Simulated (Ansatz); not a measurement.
# Sc3Rh4Pb: relaxing a made-up structure

Starting from a made-up structure for Sc3Rh4Pb, the aim is the relaxed cell, its shortest contacts and, where a second run follows, its electronic structure.

Program: Ansatz 0.2.0. Level of theory: DFT, PBE, plane-wave PAW, files of the set soft_1, scalar-relativistic, no spin, cell and ions relaxed at zero pressure; PAW set soft_1, in the first sound run; inputs show where later runs differ. Results are calculated unless marked as measured.

## (1) Starting point

Symmetry: R3, No. 146, trigonal system. The conventional cell has a = 7.554 Å, b = 7.554 Å, c = 8.788 Å, α = 90.00°, β = 90.00°, γ = 120.00°. Pb has 7 Rh at 2.66 to 2.89 Å nearest. Nearest to Rh lie 2 Pb at 2.72 to 2.89 Å and 5 Sc at 2.74 to 2.91 Å. Nearest to Rh lie 1 Pb at 2.66 Å and 6 Sc at 2.79 to 2.83 Å. Nearest to Sc lie 7 Rh at 2.74 to 2.91 Å. Farther neighbours are not listed.

## (2) Relaxation of the guess

The guessed cell has no reason to be at equilibrium. It is relaxed with the atoms, within the space group of the guess.

File input.yaml:

```yaml
crystal:
  lattice:
    - [3.777, 2.180651967, 2.929333333]
    - [-3.777, 2.180651967, 2.929333333]
    - [0.0, -4.361303933, 2.929333333]
  atoms:
    - { symbol: Pb, position: [0.1595, 0.1595, 0.1595] }
    - { symbol: Rh, position: [0.3461, 0.6477, 0.1447] }
    - { symbol: Rh, position: [0.6477, 0.1447, 0.3461] }
    - { symbol: Rh, position: [0.1447, 0.3461, 0.6477] }
    - { symbol: Rh, position: [0.8567, 0.8567, 0.8567] }
    - { symbol: Sc, position: [0.6673, 0.3532, 0.8401] }
    - { symbol: Sc, position: [0.3532, 0.8401, 0.6673] }
    - { symbol: Sc, position: [0.8401, 0.6673, 0.3532] }
kpoints:
  mp_grid: { grid: [5, 5, 5] }
scf:
  occupations: { method: fermi_dirac, width: 0.05 }
hamiltonian:
  xc: pbe
  pseudopotentials: { kind: paw, azcp: { folder: soft_1 } }
relax:
  f_tol: 0.015
  max_steps: 70
  cell: {}
output:
  forces: true
  stress: true
```

Started as:

```
$ ansatz run input.yaml --threads 4 --pin off --max-ram 10240MiB --backend cpu --events-out ev --progress --plain --runs-dir out
```

Numbers of over 12 decimals in the logs are rounded to 6 here.

The program printed:

```text
Engine: ansatz 0.2.0, aarch64-unknown-linux-gnu
Pseudopotentials: kind: paw
Pseudopotential: Pb, paw, valence charge 14, recommended cutoff 420 eV (normal), soft_1/Pb.paw.azcp
Pseudopotential: Rh, paw, valence charge 17, recommended cutoff 420 eV (normal), soft_1/Rh.paw.azcp
Pseudopotential: Sc, paw, valence charge 11, recommended cutoff 420 eV (normal), soft_1/Sc.paw.azcp
Functional definition: PBE
  parameter kappa = 0.804
  parameter beta = 0.066725
  exchange = pbe_x(kappa = kappa, mu = beta*pi^2/3)
  correlation = pbe_c(beta = beta)
Crystal: 8 atoms, lattice volume = 144.762 Å³
Basis set: ecut = 420 eV, 2853 PW (Γ), exchange–correlation on 72×72×72 points (8 copies of the dense FFT grid, shifted against one another)
Bands: 69, of which v1, the nominal top of the filled ones, is band 58 counted from 1 (57 counted from 0)
Symmetry: 3 space group operations
Space group: R3 (ITA 146), of the structure as read, at distance tolerance 5.3e-5 Å
k-points: 23 of 125 (time reversal used)
Non-local potential: Pb, projectors of the file, l = 0: 2, l = 1: 2, l = 2: 2, l = 3: 1
Non-local potential: Rh, projectors of the file, l = 0: 3, l = 1: 2, l = 2: 2, l = 3: 1
Non-local potential: Sc, projectors of the file, l = 0: 3, l = 1: 2, l = 2: 3, l = 3: 1
PAW form: soft (Blöchl's): semilocal exchange-correlation on the pseudo side does not see the compensation charge
PAW one-centre angular grid: Pb, 590 points (default); XC on 64 Gauss nodes
PAW one-centre angular grid: Rh, 590 points (default); XC on 64 Gauss nodes
PAW one-centre angular grid: Sc, 590 points (default); XC on 64 Gauss nodes
Initial density: superposition of atomic densities (chi_scale 0.1, normalization cell, long waves kept (reshape's long-wave potential 0.01 eV rms))
Initial wavefunctions: pseudopotential atomic-orbital guess
Functional: x = pbe(κ = 0.804, μ = 0.219515), c = pbe(β = 0.066725)
SCF iter   1: F=—  HF=-43951.317905 eV  |F-HF|=—  |Δ(HF+E_count)|=         —  Δρ=3.01e-1  dr2=2.74e2  ethr=3.10e-3  ⟨swp⟩=5.3  Hψ=5498  notcnv=0
preconditioner: auto → Kerker (q_TF=auto, 2.626 Å⁻¹)  [metal: Δε(μ)=0.014 eV  Ē_g=5.247 eV  σ=0.050 eV  W_gap=0.07  n_scr=32 (ndim 8)  ℏωp=23.7 eV  f_vac=0.000  D(μ)=9.42/eV (n_scr^D=86)]
SCF iter   2: F=—  HF=-43937.384422 eV  |F-HF|=—  |Δ(HF+E_count)|=    1.39e1  Δρ=1.25e-1  dr2=5.29e1  ethr=3.10e-3  ⟨swp⟩=3.0  Hψ=3433  notcnv=0
SCF iter   3: F=—  HF=-43933.632826 eV  |F-HF|=—  |Δ(HF+E_count)|=    3.75e0  Δρ=3.33e-2  dr2=4.38e0  ethr=3.10e-3  ⟨swp⟩=4.0  Hψ=3447  notcnv=0  defer=2
SCF iter   4: F=—  HF=-43932.965190 eV  |F-HF|=—  |Δ(HF+E_count)|=   6.68e-1  Δρ=8.72e-3  dr2=7.28e-2  ethr=3.10e-3  ⟨swp⟩=3.5  Hψ=2805  notcnv=0  defer=19
SCF iter   5: F=—  HF=-43932.966965 eV  |F-HF|=—  |Δ(HF+E_count)|=   1.78e-3  Δρ=3.25e-3  dr2=3.63e-2  ethr=6.33e-5  ⟨swp⟩=2.0  Hψ=3104  notcnv=0  defer=30
SCF iter   6: F=—  HF=-43932.961406 eV  |F-HF|=—  |Δ(HF+E_count)|=   5.56e-3  Δρ=8.00e-4  dr2=1.64e-3  ethr=3.15e-5  ⟨swp⟩=2.0  Hψ=2327  notcnv=0  defer=30
SCF iter   7: F=—  HF=-43932.961234 eV  |F-HF|=—  |Δ(HF+E_count)|=   1.72e-4  Δρ=1.95e-4  dr2=7.81e-5  ethr=1.42e-6  ⟨swp⟩=2.2  Hψ=2045  notcnv=0  defer=30
SCF iter   8: F=—  HF=-43932.961191 eV  |F-HF|=—  |Δ(HF+E_count)|=   4.27e-5  Δρ=4.93e-5  dr2=5.52e-6  ethr=6.79e-8  ⟨swp⟩=2.2  Hψ=2407  notcnv=0  defer=30
SCF iter   9: F=—  HF=-43932.961190 eV  |F-HF|=—  |Δ(HF+E_count)|=   1.41e-6  Δρ=1.76e-5  dr2=6.98e-7  ethr=4.80e-9  ⟨swp⟩=2.0  Hψ=2180  notcnv=0  defer=30
SCF iter  10: F=-43932.961190 eV  HF=-43932.961190 eV  |F-HF|=5.04e-8  |Δ(HF+E_count)|=   5.99e-8  Δρ=5.28e-6  dr2=6.49e-8  ethr=8.70e-11  ⟨swp⟩=5.0  Hψ=5083  notcnv=0
SCF 1 converged in 10 iterations: F = -43932.961190 eV  dr2 = 6.49e-8
  greatest PAW one-centre occupation: 1.000 electrons in one spin orbital (limit 2), on the Rh atom at site 4 (counted from 0), in its partial waves of l = 0
relax step   1: F+E_penalty+E_count = -43932.96118960 eV  Δ(F+E_penalty+E_count) = +0.000e0 eV  max|allowed force component| = 1.444e0 eV/Å  Δτ_max = 0.0000 Å  P = -1.855 GPa  Ω = 144.762 Å³  (10 SCF iters, dr2 threshold 1.00e-7 eV, accepted)
Crystal: 8 atoms, lattice volume = 139.980 Å³
Basis set: ecut = 420 eV, 2751 PW (Γ), exchange–correlation on 72×72×72 points (8 copies of the dense FFT grid, shifted against one another)
Initial density: handed on by an earlier stage of this run
Initial wavefunctions: those handed on with the density
iter 1 solved again at ethr=5.84e-4 eV; its pass at ethr=3.10e-3 eV (dr2=6.72e-1 eV) is discarded
SCF iter   1: F=—  HF=-43933.412185 eV  |F-HF|=—  |Δ(HF+E_count)|=         —  Δρ=1.90e-2  dr2=6.80e-1  ethr=5.84e-4  ⟨swp⟩=1.6  Hψ=7477  notcnv=0
preconditioner: auto → Kerker (q_TF=auto, 2.640 Å⁻¹)  [metal: Δε(μ)=0.025 eV  Ē_g=6.812 eV  σ=0.050 eV  W_gap=0.13  n_scr=32 (ndim 8)  ℏωp=24.1 eV  f_vac=0.000  D(μ)=5.70/eV (n_scr^D=44)]
SCF iter   2: F=—  HF=-43933.335458 eV  |F-HF|=—  |Δ(HF+E_count)|=   7.67e-2  Δρ=9.64e-3  dr2=1.71e-1  ethr=5.84e-4  ⟨swp⟩=2.0  Hψ=1826  notcnv=0
SCF iter   3: F=—  HF=-43933.310026 eV  |F-HF|=—  |Δ(HF+E_count)|=   2.54e-2  Δρ=1.59e-3  dr2=4.96e-3  ethr=1.48e-4  ⟨swp⟩=2.0  Hψ=2330  notcnv=0
SCF iter   4: F=—  HF=-43933.309524 eV  |F-HF|=—  |Δ(HF+E_count)|=   5.01e-4  Δρ=3.86e-4  dr2=3.65e-4  ethr=4.31e-6  ⟨swp⟩=2.0  Hψ=1937  notcnv=0
SCF iter   5: F=—  HF=-43933.309477 eV  |F-HF|=—  |Δ(HF+E_count)|=   4.73e-5  Δρ=1.26e-4  dr2=2.68e-5  ethr=3.17e-7  ⟨swp⟩=2.0  Hψ=2153  notcnv=0
SCF iter   6: F=—  HF=-43933.309473 eV  |F-HF|=—  |Δ(HF+E_count)|=   3.98e-6  Δρ=3.41e-5  dr2=1.43e-6  ethr=2.33e-8  ⟨swp⟩=2.0  Hψ=2149  notcnv=0
SCF iter   7: F=-43933.309473 eV  HF=-43933.309473 eV  |F-HF|=3.63e-8  |Δ(HF+E_count)|=   6.41e-8  Δρ=9.60e-6  dr2=1.45e-7  ethr=6.96e-10  ⟨swp⟩=4.0  Hψ=4892  notcnv=0
SCF 2 converged in 7 iterations: F = -43933.309473 eV  dr2 = 1.45e-7
relax step   2: F+E_penalty+E_count = -43933.30947283 eV  Δ(F+E_penalty+E_count) = -3.483e-1 eV  max|allowed force component| = 1.570e-1 eV/Å  Δτ_max = 0.1949 Å  P = +1.406 GPa  Ω = 139.980 Å³  energy of the carried Pulay correction = +1.290e-3 eV  (7 SCF iters, dr2 threshold 8.00e-7 eV, accepted)
Crystal: 8 atoms, lattice volume = 141.705 Å³
Basis set: ecut = 420 eV, 2789 PW (Γ), exchange–correlation on 72×72×72 points (8 copies of the dense FFT grid, shifted against one another)
iter 1 solved again at ethr=4.98e-5 eV; its pass at ethr=3.10e-3 eV (dr2=5.73e-2 eV) is discarded
SCF iter   1: F=—  HF=-43933.431893 eV  |F-HF|=—  |Δ(HF+E_count)|=         —  Δρ=7.16e-3  dr2=5.68e-2  ethr=4.98e-5  ⟨swp⟩=2.3  Hψ=7627  notcnv=0
preconditioner: auto → Kerker (q_TF=auto, 2.635 Å⁻¹)  [metal: Δε(μ)=0.010 eV  Ē_g=6.896 eV  σ=0.050 eV  W_gap=0.05  n_scr=32 (ndim 8)  ℏωp=24.0 eV  f_vac=0.000  D(μ)=5.09/eV (n_scr^D=32)]
SCF iter   2: F=—  HF=-43933.424717 eV  |F-HF|=—  |Δ(HF+E_count)|=   7.18e-3  Δρ=4.07e-3  dr2=2.20e-2  ethr=4.94e-5  ⟨swp⟩=1.0  Hψ=1587  notcnv=0
SCF iter   3: F=—  HF=-43933.420782 eV  |F-HF|=—  |Δ(HF+E_count)|=   3.94e-3  Δρ=6.69e-4  dr2=1.61e-3  ethr=1.91e-5  ⟨swp⟩=2.0  Hψ=2116  notcnv=0
SCF iter   4: F=—  HF=-43933.420473 eV  |F-HF|=—  |Δ(HF+E_count)|=   3.09e-4  Δρ=1.91e-4  dr2=8.10e-5  ethr=1.40e-6  ⟨swp⟩=2.0  Hψ=2136  notcnv=0
SCF iter   5: F=—  HF=-43933.420454 eV  |F-HF|=—  |Δ(HF+E_count)|=   1.94e-5  Δρ=6.44e-5  dr2=7.36e-6  ethr=7.05e-8  ⟨swp⟩=2.0  Hψ=2160  notcnv=0
SCF iter   6: F=-43933.420453 eV  HF=-43933.420453 eV  |F-HF|=2.91e-7  |Δ(HF+E_count)|=   9.25e-7  Δρ=2.21e-5  dr2=6.94e-7  ethr=6.96e-10  ⟨swp⟩=5.0  Hψ=5302  notcnv=0
SCF 3 converged in 6 iterations: F = -43933.420453 eV  dr2 = 6.94e-7
relax step   3: F+E_penalty+E_count = -43933.42045289 eV  Δ(F+E_penalty+E_count) = -1.110e-1 eV  max|allowed force component| = 2.994e-1 eV/Å  Δτ_max = 0.0584 Å  P = -0.229 GPa  Ω = 141.705 Å³  energy of the carried Pulay correction = +8.198e-4 eV  (6 SCF iters, dr2 threshold 8.00e-7 eV, accepted)
[...]
relax step   4: F+E_penalty+E_count = -43933.43551129 eV  Δ(F+E_penalty+E_count) = -1.506e-2 eV  max|allowed force component| = 3.484e-1 eV/Å  Δτ_max = 0.1406 Å  P = +1.438 GPa  Ω = 140.564 Å³  energy of the carried Pulay correction = +1.131e-3 eV  (7 SCF iters, dr2 threshold 8.00e-7 eV, accepted)
[...]
relax step   5: F+E_penalty+E_count = -43933.47947991 eV  Δ(F+E_penalty+E_count) = -4.397e-2 eV  max|allowed force component| = 1.133e-1 eV/Å  Δτ_max = 0.0663 Å  P = -0.725 GPa  Ω = 142.340 Å³  energy of the carried Pulay correction = +6.481e-4 eV  (6 SCF iters, dr2 threshold 8.00e-7 eV, accepted)
[...]
relax step   6: F+E_penalty+E_count = -43933.48553693 eV  Δ(F+E_penalty+E_count) = -6.057e-3 eV  max|allowed force component| = 9.086e-3 eV/Å  Δτ_max = 0.0176 Å  P = -0.076 GPa  Ω = 141.665 Å³  energy of the carried Pulay correction = +8.308e-4 eV  (6 SCF iters, dr2 threshold 8.00e-7 eV, accepted)
[...]
relax step   7: F+E_penalty+E_count = -43933.48561868 eV  Δ(F+E_penalty+E_count) = -8.175e-5 eV  max|allowed force component| = 3.445e-3 eV/Å  Δτ_max = 0.0022 Å  P = -0.015 GPa  Ω = 141.597 Å³  energy of the carried Pulay correction = +8.492e-4 eV  (6 SCF iters, dr2 threshold 2.00e-8 eV, accepted)
Initial wavefunctions: pseudopotential atomic-orbital guess (no wavefunctions were taken with the density)
iter 1 solved again at ethr=2.01e-7 eV; its pass at ethr=3.10e-3 eV (dr2=2.31e-4 eV) is discarded
SCF iter   1: F=—  HF=-43933.467540 eV  |F-HF|=—  |Δ(HF+E_count)|=         —  Δρ=1.93e-3  dr2=1.29e-4  ethr=2.01e-7  ⟨swp⟩=3.3  Hψ=9512  notcnv=0
preconditioner: auto → Kerker (q_TF=auto, 2.635 Å⁻¹)  [metal: Δε(μ)=0.013 eV  Ē_g=6.895 eV  σ=0.050 eV  W_gap=0.07  n_scr=32 (ndim 8)  ℏωp=24.0 eV  f_vac=0.000  D(μ)=5.21/eV (n_scr^D=32)]
SCF iter   2: F=—  HF=-43933.480681 eV  |F-HF|=—  |Δ(HF+E_count)|=   1.31e-2  Δρ=9.79e-4  dr2=3.11e-5  ethr=1.12e-7  ⟨swp⟩=2.0  Hψ=2097  notcnv=0
SCF iter   3: F=—  HF=-43933.485063 eV  |F-HF|=—  |Δ(HF+E_count)|=   4.38e-3  Δρ=9.06e-5  dr2=7.41e-7  ethr=2.70e-8  ⟨swp⟩=2.0  Hψ=2078  notcnv=0
SCF iter   4: F=—  HF=-43933.485092 eV  |F-HF|=—  |Δ(HF+E_count)|=   2.84e-5  Δρ=5.23e-6  dr2=3.29e-8  ethr=6.45e-10  ⟨swp⟩=2.1  Hψ=2710  notcnv=0
SCF iter   5: F=—  HF=-43933.485092 eV  |F-HF|=—  |Δ(HF+E_count)|=   1.53e-8  Δρ=1.58e-6  dr2=6.32e-9  ethr=2.86e-11  ⟨swp⟩=2.4  Hψ=2765  notcnv=0
SCF iter   6: F=—  HF=-43933.485092 eV  |F-HF|=—  |Δ(HF+E_count)|=  8.59e-10  Δρ=7.15e-7  dr2=1.15e-9  ethr=5.50e-12  ⟨swp⟩=1.4  Hψ=1842  notcnv=0
SCF iter   7: F=-43933.485092 eV  HF=-43933.485092 eV  |F-HF|=4.37e-11  |Δ(HF+E_count)|=  1.60e-10  Δρ=1.35e-7  dr2=4.03e-11  ethr=1.00e-12  ⟨swp⟩=3.5  Hψ=5621  notcnv=0
SCF 8 converged in 7 iterations: F = -43933.485092 eV  dr2 = 4.03e-11
relax step   8: F+E_penalty+E_count = -43933.48509162 eV  Δ(F+E_penalty+E_count) = +5.271e-4 eV  max|allowed force component| = 3.572e-3 eV/Å  Δτ_max = 0.0000 Å  P = -0.008 GPa  Ω = 141.597 Å³  stress off target by 1.93e-2 GPa  SCF on the basis re-selected at this cell (its energy is not comparable with the rows above)  (7 SCF iters)
basis re-selected at this cell: Δ(F+E_penalty+E_count) = +5.271e-4 eV, ΔP = +0.007 GPa vs the last step (what re-selecting the basis moved, of the pressure what is left beyond the Pulay correction that the steps carried, after the strain that the cell walked since its last selection, with what the two solves' SCF thresholds leave and, on support functions, any second-order correction that the steps lacked; it is no m [...]
SCF converged after 7 iterations
Free energy (F): -43933.485092 eV
Harris-Foulkes:  -43933.485092 eV  (|F-HF|=4.37e-11)
Internal energy: -43933.444207 eV  (E = F + TS)
E sigma→0 (E₀):  -43933.464649 eV
Entropy (-TS):   -0.040884 eV (-5.111 meV/atom)
Fermi energy:    15.877322 eV
--- Per-component energies (eV) ---
  E_band       = -990.145369
  E_kinetic    = 3077.524168
  E_local      = -10452.786277  (includes V_loc(G=0)·N_el)
  E_nonlocal   = 1936.551711
  E_hartree    = 3938.945654
  E_xc         = -1270.202355
  E_vxc        = -1467.643812  (∫ρ·V_xc dr)
  E_paw        = -27790.112240  (= ΣΔE_a)
  E_vpaw       = -1961.683541  (= ΣTr[D̂ρ^β])
  E_aug_tail   = 0.000567  (compensation charges beyond the density's cutoff)
  E_ewald      = -13373.365436
  E_smearing   = -0.040884  (= −TS)
  E_closure    = 0.000000  (closes the sum)
  Σ components = -43933.485092   (vs F -43933.485092, Δ=0.00e0)
--- Forces (eV/Å), atoms counted from 1 ---
  atom   1  Pb     0.00000000     0.00000000     0.00357174
  atom   2  Rh    -0.00056837    -0.00052214     0.00100729
  atom   3  Rh    -0.00016800     0.00075329     0.00100729
  atom   4  Rh     0.00073637    -0.00023115     0.00100729
  atom   5  Rh    -0.00000000    -0.00000000    -0.00208534
  atom   6  Sc     0.00135759     0.00186593    -0.00150235
  atom   7  Sc     0.00093715    -0.00210867    -0.00150235
  atom   8  Sc    -0.00229474     0.00024274    -0.00150235
  max |Σ_I F_I| component: 1.22e-6 eV/Å
--- Stress (GPa, compression-positive) ---
       -0.019281      -0.000000       0.000000
        0.000000      -0.019281       0.000000
       -0.000000       0.000000       0.014316
  P = ⅓ Tr σ = -0.0081 GPa (-0.081 kbar)
--- Relaxed structure (7 steps of the walk, 7 accepted, 1 SCFs on fresh bases) ---
  F+E_penalty+E_count = -43933.48509162 eV   max|allowed force component| = 3.572e-3 eV/Å   (the final SCF, on the basis selected at the relaxed cell)
  cell:  # Å, volume = 141.5971 Å³
    - [3.609561, 2.083981, 3.137292]
    - [-3.609561, 2.083981, 3.137292]
    - [-2.0436144540149046e-18, -4.167962, 3.137292]
  atoms:
    - { symbol: Pb, position: [0.153803, 0.153803, 0.153803] }
    - { symbol: Rh, position: [0.369957, 0.645231, 0.176694] }
    - { symbol: Rh, position: [0.645231, 0.176694, 0.369957] }
    - { symbol: Rh, position: [0.176694, 0.369957, 0.645231] }
    - { symbol: Rh, position: [0.825587, 0.825587, 0.825587] }
    - { symbol: Sc, position: [0.662760, 0.335626, 0.845641] }
    - { symbol: Sc, position: [0.335626, 0.845641, 0.662760] }
    - { symbol: Sc, position: [0.845641, 0.662760, 0.335626] }
```

It took 56 s on 4 threads of Arm Neoverse V1, shared host; peak memory 0.6 GiB; 3.6 min of CPU time.

Step by step:

| step | energy less that of the first step (eV) | largest force component (eV/Å) | pressure (GPa) | volume (Å³) |
| --- | --- | --- | --- | --- |
| 1 | 0.0000 | 1.4437 | -1.85 | 144.76 |
| 2 | -0.3483 | 0.1570 | 1.41 | 139.98 |
| 3 | -0.4593 | 0.2994 | -0.23 | 141.71 |
| 4 | -0.4743 | 0.3484 | 1.44 | 140.56 |
| 5 | -0.5183 | 0.1133 | -0.73 | 142.34 |
| 6 | -0.5243 | 0.0091 | -0.08 | 141.66 |
| 7 | -0.5244 | 0.0034 | -0.02 | 141.60 |
| 8* | -0.5239 | 0.0036 | -0.01 | 141.60 |

Relaxation steps marked * repeat the geometry before them on a plane-wave basis chosen anew for their cell, so energy and pressure can jump there.

Forces are held to the 3 operations that the run works with; a distortion that breaks them can't arise in this run.

| conventional cell, symmetrised | before | after | change |
| --- | --- | --- | --- |
| a (Å) | 7.554 | 7.219 | -4.4 % |
| b (Å) | 7.554 | 7.219 | -4.4 % |
| c (Å) | 8.788 | 9.412 | +7.1 % |
| volume (Å³/atom) | 18.10 | 17.70 | -2.2 % |

The atoms that moved most (Å, as changes of fractional coordinates times the final cell):

| atom | dx | dy | dz | length |
| --- | --- | --- | --- | --- |
| Rh5 | 0.000 | 0.000 | -0.293 | 0.293 |
| Rh4 | 0.029 | 0.127 | 0.167 | 0.212 |
| Rh2 | 0.095 | -0.089 | 0.167 | 0.212 |
| Rh3 | -0.124 | -0.038 | 0.167 | 0.212 |
| Sc6 | 0.047 | -0.069 | -0.052 | 0.099 |
| Sc7 | -0.083 | -0.006 | -0.052 | 0.099 |
| Sc8 | 0.036 | 0.075 | -0.052 | 0.099 |
| Pb1 | 0.000 | 0.000 | -0.054 | 0.054 |

This step gave:

```yaml
free_energy: -43933.4851 eV
energy_at_zero_smearing: -43933.4646 eV
smearing_term_ts: 0.04088 eV
fermi_energy: 15.88 eV
electrons: 115
symmetry_operations: 3
pressure: -0.008082 GPa
```

The shortest distance of each pair, which need not be the same contact before and after:

| pair | guess (Å) | relaxed (Å) |
| --- | --- | --- |
| Rh–Sc | 2.737 | 2.656 |
| Pb–Rh | 2.661 | 2.838 |
| Rh–Rh | 3.142 | 2.944 |
| Pb–Sc | 3.246 | 3.172 |
| Sc–Sc | 3.201 | 3.231 |

The relaxation ends with a largest force component of 0.0036 eV/Å and a pressure of -0.01 GPa.

[end of part 1 of 2]

[Logs are printed without paths, hosts, clocks, repeated set-up lines and the standing remarks that a program may print on its own settings, such as how far it seeks lower states.]

[Hosts, paths, dates, database ids (printed as entryN), source tags and the programs' standing remarks are cut or masked in the printed files.]
